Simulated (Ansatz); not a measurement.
# Cl on Ir(111): change of the work function, part 2 of 3

Wanted: Δφ(θ) for Cl/Ir(111), starting from the fcc site.

Ansatz 0.2.0; plane-wave DFT, PBE, Ansatz PAW.

So far, work function, upper face (eV): step 2 (the clean slab) 5.49.

## 3. Adsorbate added, k-mesh 6×6×1, coverage 0.25 ML

System of this step: Cl/Ir(111). The cell holds 17 atoms: 16 Ir and 1 Cl. Its edges and angles: a = 5.431 Å, b = 5.431 Å, c = 26.586 Å, α = 90.0°, β = 90.0°, γ = 60.0°. Vacuum lies along c.

The clean slab as it ended is repeated in the plane and the adsorbate is set on one face; the cell's size fixes the coverage, and the k-mesh shrinks with it to keep the sampling density about even. Adsorbate and upper layers relax, since the dipole depends on the height.

input.yaml reads:

```yaml
crystal:
  lattice:
    - [5.4305800796, 0.0, 0.0]
    - [2.7152900398, 4.7030203062, 0.0]
    - [0.0, 0.0, 26.5864129207]
  atoms:
    - { symbol: Ir, position: [0.0, 0.0, 0.3385187775] }
    - { symbol: Ir, position: [0.1666666667, 0.1666666667, 0.421908178] }
    - { symbol: Ir, position: [0.3333333333, 0.3333333333, 0.5052005028] }
    - { symbol: Ir, position: [0.0, 0.0, 0.5880929832] }
    - { symbol: Ir, position: [0.0, 0.5, 0.3385187775] }
    - { symbol: Ir, position: [0.1666666667, 0.6666666667, 0.421908178] }
    - { symbol: Ir, position: [0.3333333333, 0.8333333333, 0.5052005028] }
    - { symbol: Ir, position: [0.0, 0.5, 0.5880929832] }
    - { symbol: Ir, position: [0.5, 0.0, 0.3385187775] }
    - { symbol: Ir, position: [0.6666666667, 0.1666666667, 0.421908178] }
    - { symbol: Ir, position: [0.8333333333, 0.3333333333, 0.5052005028] }
    - { symbol: Ir, position: [0.5, 0.0, 0.5880929832] }
    - { symbol: Ir, position: [0.5, 0.5, 0.3385187775] }
    - { symbol: Ir, position: [0.6666666667, 0.6666666667, 0.421908178] }
    - { symbol: Ir, position: [0.8333333333, 0.8333333333, 0.5052005028] }
    - { symbol: Ir, position: [0.5, 0.5, 0.5880929832] }
    - { symbol: Cl, position: [0.1666666667, 0.1666666667, 0.6614812225] }
kpoints:
  mp_grid: { grid: [6, 6, 1] }
hamiltonian:
  xc: pbe
scf:
  occupations: { method: fermi_dirac, width: 0.1 }
  convergence: { dr2_threshold: 1.0e-08 }
efield:
  axis: 3
  dipole_correction: true
  ramp_position: 0.97
  ramp_width: 0.06
relax:
  f_tol: 0.02
  max_steps: 60
  constraints: [{ sites: [0, 1, 4, 5, 8, 9, 12, 13] }]
output:
  dos: { projected: true, e_range: [-8, 4] }
  write_potential: true
  write_density: true
  volumetric_format: npy
  elf: true
```

On the command line:

```sh
$ ansatz run input.yaml --threads 4 --pin off --max-ram 6144MiB --backend cpu --events-out ev --progress --plain --runs-dir out
```

Numbers of over 12 decimals in the logs are rounded to 6 here.

Output:

```text
[...]
Crystal: 17 atoms, lattice volume = 679.020 Å³
Basis set: ecut = 420 eV, 13199 PW (Γ), exchange–correlation on 80×80×360 points (8 copies of the dense FFT grid, shifted against one another)
Bands: 168, of which v1, the nominal top of the filled ones, is band 140 counted from 1 (139 counted from 0)
Symmetry: 6 space group operations
[...]
k-points: 7 of 36 (time reversal used)
[...]
SCF iter   1: F=—  HF=-192038.884185 eV  |F-HF|=—  |Δ(HF+E_count)|=         —  Δρ=7.01e-3  dr2=2.22e0  ethr=1.77e-3  p=0.121 e·Å  D=3.23e-2 V/Å  ΔV_dip=-0.86 eV  dr2_dipole=1.06e-1  V_vac-E_F(+/−)=4.36/5.22 eV  ⟨swp⟩=8.0  Hψ=5085  notcnv=0  defer=26
[...]
SCF iter  10: F=-192038.838675 eV  HF=-192038.838674 eV  |F-HF|=2.86e-8  |Δ(HF+E_count)|=   6.08e-8  Δρ=5.64e-7  dr2=4.37e-9  ethr=3.58e-12  p=0.090 e·Å  D=2.39e-2 V/Å  ΔV_dip=-0.64 eV  dr2_dipole=8.88e-11  V_vac-E_F(+/−)=4.88/5.51 eV  ⟨swp⟩=18.1  Hψ=9314  notcnv=0
SCF 1 converged in 10 iterations: F = -192038.838675 eV  dr2 = 4.37e-9
[...]
relax step   1: F+E_penalty+E_count = -192038.83867452 eV  Δ(F+E_penalty+E_count) = +0.000e0 eV  max|allowed force component| = 1.262e0 eV/Å  Δτ_max = 0.0000 Å  (10 SCF iters, accepted)
[...]
SCF iter  10: F=-192038.895150 eV  HF=-192038.895150 eV  |F-HF|=2.25e-8  |Δ(HF+E_count)|=   9.41e-8  Δρ=5.32e-7  dr2=3.95e-9  ethr=3.58e-12  p=0.079 e·Å  D=2.11e-2 V/Å  ΔV_dip=-0.56 eV  dr2_dipole=6.13e-10  V_vac-E_F(+/−)=4.97/5.53 eV  ⟨swp⟩=15.6  Hψ=8958  notcnv=0
SCF 2 converged in 10 iterations: F = -192038.895150 eV  dr2 = 3.95e-9
relax step   2: F+E_penalty+E_count = -192038.89514960 eV  Δ(F+E_penalty+E_count) = -5.648e-2 eV  max|allowed force component| = 7.630e-1 eV/Å  Δτ_max = 0.1273 Å  (10 SCF iters, accepted)
SCF iter   1: F=—  HF=-192038.931272 eV  |F-HF|=—  |Δ(HF+E_count)|=         —  Δρ=2.06e-3  dr2=4.91e-2  ethr=9.57e-5  p=0.079 e·Å  D=2.11e-2 V/Å  ΔV_dip=-0.56 eV  dr2_dipole=7.37e-3  V_vac-E_F(+/−)=4.97/5.53 eV  ⟨swp⟩=3.4  Hψ=2287  notcnv=1  defer=32
[...]
SCF iter   9: F=-192038.927047 eV  HF=-192038.927047 eV  |F-HF|=2.99e-8  |Δ(HF+E_count)|=   8.16e-8  Δρ=7.14e-7  dr2=4.97e-9  ethr=3.58e-12  p=0.079 e·Å  D=2.11e-2 V/Å  ΔV_dip=-0.56 eV  dr2_dipole=4.21e-10  V_vac-E_F(+/−)=4.96/5.52 eV  ⟨swp⟩=15.6  Hψ=9113  notcnv=0
SCF 3 converged in 9 iterations: F = -192038.927047 eV  dr2 = 4.97e-9
relax step   3: F+E_penalty+E_count = -192038.92704700 eV  Δ(F+E_penalty+E_count) = -3.190e-2 eV  max|allowed force component| = 5.146e-2 eV/Å  Δτ_max = 0.0497 Å  (9 SCF iters, accepted)
[...]
relax step   4: F+E_penalty+E_count = -192038.92743017 eV  Δ(F+E_penalty+E_count) = -3.832e-4 eV  max|allowed force component| = 2.154e-2 eV/Å  Δτ_max = 0.0071 Å  (8 SCF iters, accepted)
SCF iter   1: F=—  HF=-192038.926975 eV  |F-HF|=—  |Δ(HF+E_count)|=         —  Δρ=1.73e-4  dr2=1.15e-3  ethr=5.13e-6  p=0.078 e·Å  D=2.08e-2 V/Å  ΔV_dip=-0.55 eV  dr2_dipole=4.65e-4  V_vac-E_F(+/−)=4.97/5.52 eV  ⟨swp⟩=2.0  Hψ=1688  notcnv=0  defer=1
[...]
SCF iter   7: F=-192038.927499 eV  HF=-192038.927499 eV  |F-HF|=9.55e-9  |Δ(HF+E_count)|=   2.02e-8  Δρ=3.77e-7  dr2=2.26e-9  ethr=3.58e-12  p=0.077 e·Å  D=2.05e-2 V/Å  ΔV_dip=-0.54 eV  dr2_dipole=6.19e-11  V_vac-E_F(+/−)=4.98/5.52 eV  ⟨swp⟩=9.7  Hψ=7556  notcnv=0
SCF 5 converged in 7 iterations: F = -192038.927499 eV  dr2 = 2.26e-9
relax step   5: F+E_penalty+E_count = -192038.92749886 eV  Δ(F+E_penalty+E_count) = -6.869e-5 eV  max|allowed force component| = 4.102e-3 eV/Å  Δτ_max = 0.0060 Å  (7 SCF iters, accepted)
NSCF: frozen V_eff on 7 k-points
[...]
SCF converged after 7 iterations
Free energy (F): -192038.927499 eV
[...]
Internal energy: -192038.354845 eV  (E = F + TS)
E sigma→0 (E₀):  -192038.641172 eV
Entropy (-TS):   -0.572653 eV (-33.685 meV/atom)
Fermi energy:    5.419839 eV
Dipole field:    D = 0.020484 V/Å  (p = 0.076868 e·Å, saw-weighted, corrected)
Work function:   Φ+ = 4.9778 eV   Φ− = 5.5224 eV
[...]
--- Forces (eV/Å), atoms counted from 1 ---
  atom   1  Ir    -0.02303128    -0.01329712     0.12276165
  atom   2  Ir    -0.00000000    -0.00000000    -0.11869310
  atom   3  Ir     0.00004609     0.00002661     0.00008256
  atom   4  Ir    -0.00147987    -0.00085440     0.00067388
  atom   5  Ir     0.00000000     0.02659424     0.12276165
  atom   6  Ir    -0.03301708     0.01906242    -0.12733461
  atom   7  Ir     0.00000000    -0.00005321     0.00008256
  atom   8  Ir    -0.00000000     0.00170880     0.00067388
  atom   9  Ir     0.02303128    -0.01329712     0.12276165
  atom  10  Ir    -0.00000000    -0.03812483    -0.12733461
  atom  11  Ir    -0.00004609     0.00002661     0.00008256
  atom  12  Ir     0.00147987    -0.00085440     0.00067388
  atom  13  Ir     0.00000000    -0.00000000     0.13394400
  atom  14  Ir     0.03301708     0.01906242    -0.12733461
  atom  15  Ir    -0.00000000    -0.00000000    -0.00021467
  atom  16  Ir     0.00000000     0.00000000     0.00051949
  atom  17  Cl    -0.00000000     0.00000000    -0.00410207
  max |Σ_I F_I| component: 4.10e-6 eV/Å
--- Band table (eV; the first three rows and the last of 7) ---
  k-point 0: bands = [... 136 lower, 6.0145, 6.0145, 6.1511, 6.1511, 6.3672, 6.3672, 6.3812, 6.5230, ... 24 higher]
  k-point 1: bands = [... 136 lower, 5.7353, 5.8472, 5.8614, 5.9033, 5.9449, 6.0050, 6.0529, 6.0973, ... 24 higher]
  k-point 2: bands = [... 136 lower, 4.9296, 4.9744, 5.1284, 5.3237, 5.3774, 5.4635, 5.5860, 5.6404, ... 24 higher]
  k-point 6: bands = [... 136 lower, 5.0735, 5.1047, 5.1392, 5.1953, 5.3692, 5.4872, 5.5119, 5.5262, ... 24 higher]
--- Relaxed structure (5 steps of the walk, 5 accepted, 0 SCFs on fresh bases) ---
  F+E_penalty+E_count = -192038.92749886 eV   max|allowed force component| = 4.102e-3 eV/Å
  atoms:
    - { symbol: Ir, position: [-1.795949010449182e-17, -1.7959490104491818e-17, 0.338519] }
    - { symbol: Ir, position: [0.166667, 0.166667, 0.421908] }
    - { symbol: Ir, position: [0.333149, 0.333149, 0.504769] }
    - { symbol: Ir, position: [-0.00231089, -0.00231089, 0.588906] }
    - { symbol: Ir, position: [2.7755575615628914e-17, 0.500000, 0.338519] }
    - { symbol: Ir, position: [0.166667, 0.666667, 0.421908] }
    - { symbol: Ir, position: [0.333149, 0.833702, 0.504769] }
    - { symbol: Ir, position: [-0.00231089, 0.504622, 0.588906] }
    - { symbol: Ir, position: [0.500000, -1.7959490104491818e-17, 0.338519] }
    - { symbol: Ir, position: [0.666667, 0.166667, 0.421908] }
    - { symbol: Ir, position: [0.833702, 0.333149, 0.504769] }
    - { symbol: Ir, position: [0.504622, -0.00231089, 0.588906] }
    - { symbol: Ir, position: [0.5, 0.500000, 0.338519] }
    - { symbol: Ir, position: [0.666667, 0.666667, 0.421908] }
    - { symbol: Ir, position: [0.833333, 0.833333, 0.508407] }
    - { symbol: Ir, position: [0.5, 0.500000, 0.586897] }
    - { symbol: Cl, position: [0.166667, 0.166667, 0.663051] }
```

The job ended after 75 s (4 threads of Intel Xeon Platinum 8488C (Sapphire Rapids), shared host; peak memory 2.8 GiB; 4.9 min of CPU time).

This run has no spin polarisation although its electron count is odd.

Relaxation path:

| step | energy less that of the first step (eV) | largest force component (eV/Å) |
| --- | --- | --- |
| 1 | 0.0000 | 1.2617 |
| 2 | -0.0565 | 0.7630 |
| 3 | -0.0884 | 0.0515 |
| 4 | -0.0888 | 0.0215 |
| 5 | -0.0888 | 0.0041 |

The run keeps the 6 symmetry operations that it works with, so distortions that break them were not tested.

The atoms that moved most (Å):

| atom | dx | dy | dz | length |
| --- | --- | --- | --- | --- |
| Ir15 | 0.000 | 0.000 | 0.085 | 0.085 |
| Cl17 | 0.000 | 0.000 | 0.042 | 0.042 |
| Ir16 | 0.000 | 0.000 | -0.032 | 0.032 |
| Ir4 | -0.019 | -0.011 | 0.022 | 0.031 |
| Ir12 | 0.019 | -0.011 | 0.022 | 0.031 |
| Ir8 | 0.000 | 0.022 | 0.022 | 0.031 |
| Ir7 | 0.000 | 0.002 | -0.011 | 0.012 |
| Ir3 | -0.002 | -0.001 | -0.011 | 0.012 |

Final coordinates:

```xyz
17
Lattice="5.4306 0.0000 0.0000 2.7153 4.7030 0.0000 0.0000 0.0000 26.5864" Properties=species:S:1:pos:R:3
Ir    0.0000    0.0000    9.0000
Ir    1.3576    0.7838   11.2170
Ir    2.7138    1.5668   13.4200
Ir   -0.0188   -0.0109   15.6569
Ir    1.3576    2.3515    9.0000
Ir    2.7153    3.1353   11.2170
Ir    4.0729    3.9209   13.4200
Ir    1.3576    2.3732   15.6569
Ir    2.7153    0.0000    9.0000
Ir    4.0729    0.7838   11.2170
Ir    5.4321    1.5668   13.4200
Ir    2.7341   -0.0109   15.6569
Ir    4.0729    2.3515    9.0000
Ir    5.4306    3.1353   11.2170
Ir    6.7882    3.9192   13.5167
Ir    4.0729    2.3515   15.6035
Cl    1.3576    0.7838   17.6282
```

This step gave:

```yaml
energy_at_zero_smearing: -192038.6412 eV
work_function_upper_face: 4.978 eV
work_function_lower_face: 5.522 eV
dipole_along_the_normal: 0.07687 e·Å
step_between_the_vacuum_levels: -0.5446 eV
```

Running mean over 2.217 Å of the planar mean; the ramp of the sawtooth is left out. The electron's electrostatic potential energy less the Fermi level by z:

z (Å), electron's electrostatic potential energy less the Fermi level (eV) and a bar from the least value:
```
      3.5        5.5 ##############################
      4.0        5.5 ##############################
      4.5        5.5 ##############################
      5.0        5.5 ##############################
      5.5        5.5 ##############################
      6.0        5.4 ##############################
      6.5        5.2 ##############################
      7.0        4.3 ############################
      7.5        0.8 #######################
      8.0       -5.5 #############
      8.5      -10.8 ####
      9.0      -12.7 #
      9.5      -13.1 #
     10.0      -13.3 #
     10.5      -13.4 
     11.0      -13.5 
     11.5      -13.5 
     12.0      -13.5 
     12.5      -13.4 
     13.0      -13.5 
     13.5      -13.6 
     14.0      -13.6 
     14.5      -13.6 
     15.0      -13.5 
     15.5      -13.2 #
     16.0      -12.3 ##
     16.5       -8.9 #######
     17.0       -3.4 ################
     17.5        0.7 ######################
     18.0        2.2 #########################
     18.5        3.1 ##########################
     19.0        4.2 ############################
     19.5        4.8 #############################
     20.0        4.9 #############################
     20.5        5.0 #############################
     21.0        5.0 #############################
     21.5        5.0 #############################
     22.0        5.0 #############################
     22.5        5.0 #############################
     23.0        5.0 #############################
```

The density of states has structure finer than the step of the table below, so its rows give means over 0.25 eV, whole bins alone (the curve runs from -8 to 1.98 eV). Peaks (eV: height): -5.020: 42.6, -3.940: 37.0, -3.460: 43.6, -3.070: 38.9, -2.980: 45.0, -2.170: 39.3, 1.200: 69.1.

The density of states by energy, zero at the Fermi level; means over each step:

energy (eV), density of states (states/eV a cell) and a bar from the least value:
```
    -7.75        5.3 #
    -7.50        9.7 ######
    -7.25       13.2 ###########
    -7.00       13.3 ###########
    -6.75       18.4 #################
    -6.50       18.4 #################
    -6.25       19.9 ##################
    -6.00       15.6 #############
    -5.75       17.2 ###############
    -5.50       14.5 ############
    -5.25       14.0 ############
    -5.00       22.3 #####################
    -4.75       17.6 ################
    -4.50       17.2 ###############
    -4.25       15.4 #############
    -4.00       22.8 ######################
    -3.75       22.2 #####################
    -3.50       28.8 #############################
    -3.25       28.1 ############################
    -3.00       29.7 ##############################
    -2.75       15.9 ##############
    -2.50       15.7 ##############
    -2.25       18.5 #################
    -2.00       24.9 ########################
    -1.75       15.5 #############
    -1.50       13.7 ###########
    -1.25       18.0 ################
    -1.00       19.1 #################
    -0.75       22.4 #####################
    -0.50       20.9 ####################
    -0.25       12.4 ##########
     0.00       19.3 ##################
     0.25       17.2 ###############
     0.50       24.5 ########################
     0.75       22.6 ######################
     1.00       18.6 #################
     1.25       18.2 ################
     1.50        9.2 ######
     1.75        4.2
```

Projected DOS per atom over height of the atomic layer and energy from the Fermi level. Layers: Ir4 Ir4 Ir4 Ir4 Cl from below.

Ten even steps from '0' (0.17 states/eV) to '9' (2.94 states/eV), each cell a mean:
```
00000
11120
24430
44430
32230
43240
42240
32230
43330
32230
52240
64551
44440
23331
23324
23339
22233
23322
24421
13421
02310
00100
```
Columns: height of the atomic layer (Å) from 9 to 17.6 (not evenly spaced); rows upwards: energy from the Fermi level (eV) from -7.96 to 1.95.

Electrostatic potential energy in the ca plane at fractional y = 0.167, with atoms of Ir and Cl within 0.2 Å of it. With pseudopotentials it is smooth inside the atoms' cores, unlike the true potential.

Ten even steps from '0' (-48 eV) to '9' (11 eV), each cell a mean:
```
43578888888753478853478999999999999999999999
43578887888753478854479999999999999999999999
76788732478876789876789999999999999999999999
88888300037888899988899999999999999999999999
99997200027999999999999999999999999999999999
88888400048888899988899999999999999999999999
66788743478876788876689999999999999999999999
43578888888753478853478999999999999999999999
43578887888753478864578999999999999999999999
76788732478876789877788755799999999999999999
88888300037888899998888400379999999999999999
99997100027999999999987200179999999999999999
88888400048888899988888411389999999999999999
66788743478876789876688866799999999999999999
```
Columns run along c (16.0 Å, from fractional 0.33 to 0.93 of the cell; values clipped at the 3rd and 97th percentile), rows up along a (5.4 Å). Atoms in or near the plane, at fractional coordinates: Ir at (0.42, 0.17), Ir at (0.42, 0.67), Cl at (0.66, 0.17).

Valence density in the ca plane at fractional y = 0.167, with atoms of Ir and Cl within 0.2 Å of it. It is the smooth field of the valence electrons, not physical close to the nuclei.

Ten steps, logarithmic in the rise over the least value, from '0' (0.0 e/Å³) to '9' (9.0 e/Å³), each cell a mean:
```
66543334333466643456643222210000000000000000
66543344433466643456642111000000000000000000
45433467643345433345432100000000000000000000
33334699964333322233321100000000000000000000
33334799974333322233321100000000000000000000
33334689864333332233332100000000000000000000
55433466643345433345542100000000000000000000
66543334333466643456642111000000000000000000
66543344433466643456643333210000000000000000
45433467643345433344433455431000000000000000
33334699964333322233334666642000000000000000
33334799974333322223334654652000000000000000
33334689864333332233334566642000000000000000
55433466643345433345533455421000000000000000
```
Columns run along c (16.0 Å, from fractional 0.33 to 0.93 of the cell), rows up along a (5.4 Å). Atoms in or near the plane, at fractional coordinates: Ir at (0.42, 0.17), Ir at (0.42, 0.67), Cl at (0.66, 0.17).

ELF in the ca plane at fractional y = 0.167, with atoms of Ir and Cl within 0.2 Å of it. It is the smooth field of the valence electrons, not physical close to the nuclei.

Ten even steps from '0' (0.00) to '9' (0.87), each cell a mean:
```
45433333333345433334532367763100000000000000
44433333333345433334432112221000000000000000
33333355533333322333333100000000000000000000
33333577753333322233333210000000000000000000
33333564652333321233443210000000000000000000
33333477743333322233333200000000000000000000
33333345433333323333333100000000000000000000
45433333333345433344542123321000000000000000
44433333333345433334432478864200000000000000
33333355533333322233324899996310000000000000
33333577753333322233226878998410000000000000
33333564652333321223227845998520000000000000
33333577753333322233226888997410000000000000
33333345433333323333323799986310000000000000
```
Columns run along c (16.0 Å, from fractional 0.33 to 0.93 of the cell), rows up along a (5.4 Å). Atoms in or near the plane, at fractional coordinates: Ir at (0.42, 0.17), Ir at (0.42, 0.67), Cl at (0.66, 0.17).

The relaxation took 5 steps and lowered the energy by 0.089 eV; the largest force on the free atoms ends at 0.0041 eV/Å.

By hand: a sheet of dipoles makes a step −p/(ε₀A) in the electron's potential. With e/ε₀ = 180.95 V·Å, p = 0.07687 e·Å and A = 25.54 Å², that is −180.95 × (0.07687) / 25.54 = -0.545 eV, and the two vacuum levels of the run differ by -0.545 eV.

The covered face has 4.98 eV, -0.51 eV against the clean one; the bare back face has moved by +0.03 eV, a measure of how thin the slab is.

[end of part 2 of 3]

[Logs are printed without paths, hosts, clocks, repeated set-up lines and the standing remarks that a program may print on its own settings, such as how far it seeks lower states.]

[Hosts, paths, dates, database ids (printed as entryN), source tags and the programs' standing remarks are cut or masked in the printed files.]

[Maps of the electrostatic potential energy from Ansatz leave out the sawtooth potential of an applied field or a dipole correction, so their vacuum need not be flat; planar profiles and work functions include it.]

[The density of states shown here was stored with 400 of the rows of the run's finer table, so its peaks can read low, often by over a quarter, or be missed, and its means over a window can be off by a tenth or more.]
